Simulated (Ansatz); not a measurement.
# How fast states decay through RbH2IO, part 2 of 2

A new crystal, RbH2IO: structure, gap and complex bands. It is built by putting Rb for Li in the LiH2IO structure of space group Pmma, with the volume rescaled by atomic radii. The parent structure comes from the Materials Project.

Ansatz 0.2.0; r2SCAN DFT, plane waves, PAW files (the session's first sound run).

So far, gap on path (eV): step 3 (the bulk crystal and its band edges, r2SCAN) 4.37; step 6 (PBE, cutoff 420 eV) 3.83.

The structure was built from a prototype and need not be the compound's stable phase.

## 7. Complex bands at another level, cutoff 420 eV (continued)

K parallel (0, 0); values up to 1.5 1/Å, a degenerate pair printed once or twice; energies at which all values exceed this have no row. The Im kz of the slowest decaying states by energy, zero at the highest filled level on the SCF mesh:

| energy (eV) | decay 1 (Å⁻¹) | decay 2 (Å⁻¹) | decay 3 (Å⁻¹) | decay 4 (Å⁻¹) |
| --- | --- | --- | --- | --- |
| -1.00 | 0.288 | 0.384 | 0.468 | 0.593 |
| -0.80 | 0.189 | 0.295 | 0.355 | 0.597 |
| -0.50 | 0.399 | 0.682 | 0.682 | 0.871 |
| -0.30 | 0.118 | 0.148 | 0.546 | 0.731 |
| -0.10 | 0.0997 | 0.276 | 0.388 | 0.777 |
| 0.00 | 0.00437 | 0.170 | 0.312 | 0.501 |
| 0.20 | 0.242 | 0.360 | 0.363 | 0.603 |
| 0.40 | 0.283 | 0.392 | 0.491 | 0.658 |
| 0.60 | 0.31 | 0.415 | 0.583 | 0.694 |
| 0.90 | 0.335 | 0.437 | 0.697 | 0.730 |
| 1.10 | 0.345 | 0.447 | 0.746 | 0.769 |
| 1.30 | 0.350 | 0.453 | 0.758 | 0.776 |
| 1.60 | 0.352 | 0.457 | 0.756 | 0.771 |
| 1.80 | 0.349 | 0.457 | 0.742 | 0.776 |
| 2.00 | 0.343 | 0.455 | 0.727 | 0.779 |
| 2.20 | 0.334 | 0.452 | 0.711 | 0.781 |
| 2.50 | 0.315 | 0.444 | 0.686 | 0.781 |
| 2.70 | 0.299 | 0.436 | 0.668 | 0.779 |
| 2.90 | 0.278 | 0.427 | 0.650 | 0.776 |
| 3.20 | 0.237 | 0.411 | 0.620 | 0.756 |
| 3.40 | 0.201 | 0.398 | 0.598 | 0.733 |
| 3.60 | 0.150 | 0.383 | 0.575 | 0.710 |
| 3.90 | 0.358 | 0.536 | 0.673 | 0.746 |
| 4.10 | 0.338 | 0.506 | 0.647 | 0.722 |
| 4.30 | 0.316 | 0.473 | 0.620 | 0.696 |
| 4.60 | 0.277 | 0.411 | 0.579 | 0.654 |
| 4.80 | 0.246 | 0.357 | 0.550 | 0.624 |

K parallel (0.5, 0); values up to 1.5 1/Å, a degenerate pair printed once or twice; energies at which all values exceed this have no row. Table of Im kz of the slowest decaying states by energy, zero at the highest filled level on the SCF mesh:

| energy (eV) | decay 1 (Å⁻¹) | decay 2 (Å⁻¹) | decay 3 (Å⁻¹) | decay 4 (Å⁻¹) |
| --- | --- | --- | --- | --- |
| -1.00 | 0.270 | 0.749 | 0.830 | 1.06 |
| -0.80 | 0.130 | 0.687 | 0.832 | 1.01 |
| -0.50 | 0.541 | 0.674 | 0.939 | 1.20 |
| -0.30 | 0.101 | 0.271 | 0.464 | 0.959 |
| -0.10 | 0.291 | 0.369 | 0.418 | 0.967 |
| 0.00 | 0.309 | 0.488 | 0.505 | 0.969 |
| 0.20 | 0.345 | 0.593 | 0.598 | 0.970 |
| 0.40 | 0.373 | 0.647 | 0.651 | 0.969 |
| 0.60 | 0.392 | 0.680 | 0.687 | 0.966 |
| 0.90 | 0.413 | 0.711 | 0.722 | 0.959 |
| 1.10 | 0.421 | 0.724 | 0.738 | 0.953 |
| 1.30 | 0.426 | 0.732 | 0.750 | 0.946 |
| 1.60 | 0.430 | 0.737 | 0.762 | 0.934 |
| 1.80 | 0.429 | 0.738 | 0.767 | 0.925 |
| 2.00 | 0.426 | 0.736 | 0.770 | 0.914 |
| 2.20 | 0.422 | 0.731 | 0.772 | 0.903 |
| 2.50 | 0.411 | 0.721 | 0.771 | 0.882 |
| 2.70 | 0.402 | 0.713 | 0.769 | 0.866 |
| 2.90 | 0.391 | 0.702 | 0.766 | 0.847 |
| 3.20 | 0.370 | 0.683 | 0.758 | 0.817 |
| 3.40 | 0.352 | 0.668 | 0.752 | 0.760 |
| 3.60 | 0.332 | 0.652 | 0.722 | 0.745 |
| 3.90 | 0.294 | 0.624 | 0.670 | 0.733 |
| 4.10 | 0.262 | 0.602 | 0.636 | 0.723 |
| 4.30 | 0.220 | 0.578 | 0.601 | 0.712 |
| 4.60 | 0.113 | 0.536 | 0.546 | 0.694 |
| 4.80 | 0.503 | 0.506 | 0.681 | 0.700 |

At the listed wavevectors the last open channel is at -0.10 eV and the next at +3.90 eV on the grid. At +1.90 eV, the grid energy nearest the filling level (the middle of the gap on the SCF mesh), the slowest state at the listed wavevectors decays with κ = 0.346 Å⁻¹, its amplitude falling by e over 2.9 Å; the first such run, plane (001), gave 0.366 Å⁻¹.

## 8. A check of the settings

This step: r2SCAN DFT, plane waves, PAW files; complex bands by layer matching along the plane's normal; changed: output.transmission.de = 1.0, output.transmission.e_range = [-2, 2], scf.max_iter = 60 (Ansatz 0.2.0).

This run repeats an earlier one, its twin (the complex run, plane (001)), with three settings changed (output.transmission.e_range, output.transmission.de, scf.max_iter; files written aside). The setting was drawn as a possible misstep, on purpose. Where the input is shown as a difference, that is against the step before, not the twin.

Input file input.yaml:

```yaml
crystal:
  lattice:
    - [9.020585263, 0.0, 0.0]
    - [0.0, 5.105996654, 0.0]
    - [0.0, 0.0, 5.86201603]
  atoms:
    - { symbol: Rb, position: [0.5, 0.5, 0.0] }
    - { symbol: Rb, position: [0.0, 0.5, 0.0] }
    - { symbol: H, position: [0.75, 0.6496468708, 0.4213815931] }
    - { symbol: H, position: [0.75, 0.3503531292, 0.4213815931] }
    - { symbol: H, position: [0.25, 0.6496468708, 0.5786184069] }
    - { symbol: H, position: [0.25, 0.3503531292, 0.5786184069] }
    - { symbol: I, position: [0.75, 0.0, 0.7476959443] }
    - { symbol: I, position: [0.25, 0.0, 0.2523040557] }
    - { symbol: O, position: [0.75, 0.5, 0.3184771012] }
    - { symbol: O, position: [0.25, 0.5, 0.6815228988] }
kpoints:
  mp_grid: { grid: [4, 6, 4] }
scf:
  occupations: { method: fixed }
  max_iter: 60
hamiltonian:
  xc: r2scan
output:
  eigenvalues: true
  transmission:
    leads: [[0, 0]]
    kpoints: [[0.0, 0.0], [0.5, 0.0]]
    e_range: [-2, 2]
    de: 1.0
```

The run is started by

```sh
$ ansatz run input.yaml --threads 2 --pin off --max-ram 4096MiB --backend cpu --events-out ev --progress --plain --runs-dir out
```

It took 61 s on 2 threads of Intel Xeon 6975P-C (Granite Rapids), shared host; peak memory 2 GiB; 1.8 min of CPU time.

Residual by cycle:

cycle, log10 residual and a bar from the least value:
```
        1       -1.9 ##############################
        2       -2.5 ###########################
        3       -3.3 ######################
        4       -4.4 ################
        5       -5.2 ############
        6       -6.2 ######
        7       -7.3
```

The run finished. A setting was moved off its sound value on purpose, so it serves as a test and not as the result.

The fault put into the input: an energy step too wide for a conductance (output.transmission.de = 1.0 and output.transmission.e_range = [-2, 2]).

## 9. Outcome

```yaml
band_gap: 4.37 eV
least_decay_constant_at_mid_gap_normal_to_001: 0.366 Å⁻¹
least_decay_constant_at_mid_gap_normal_to_100: 0.373 Å⁻¹
least_decay_constant_pbe: 0.346 Å⁻¹
```

**Reading.** With r2SCAN, the slowest decay at the wavevectors tried is κ = 0.366 Å⁻¹, normal to (001). Through such a film the transmission near mid-gap falls as exp(−2κd), a factor of ten every 3.1 Å. The directions tried decay at nearly the same rate. A free electron under a barrier of half the gap would need a mass of 0.23 mₑ to decay at this rate. With PBE the gap goes from 4.37 to 3.83 eV and the decay constant, over the first 2 listed wavevectors, from 0.366 to 0.346 Å⁻¹. The compound is made up by substitution; its stability against other phases and against distortions of the cell's symmetry was not tested. r2SCAN still narrows gaps, if less than LDA and GGA do, while spin-orbit coupling, left out here, narrows them in compounds of heavy elements, so the error in κ can go either way.

[Logs are printed without paths, hosts, clocks, repeated set-up lines and the standing remarks that a program may print on its own settings, such as how far it seeks lower states.]

[Hosts, paths, dates, database ids (printed as entryN), source tags and the programs' standing remarks are cut or masked in the printed files.]
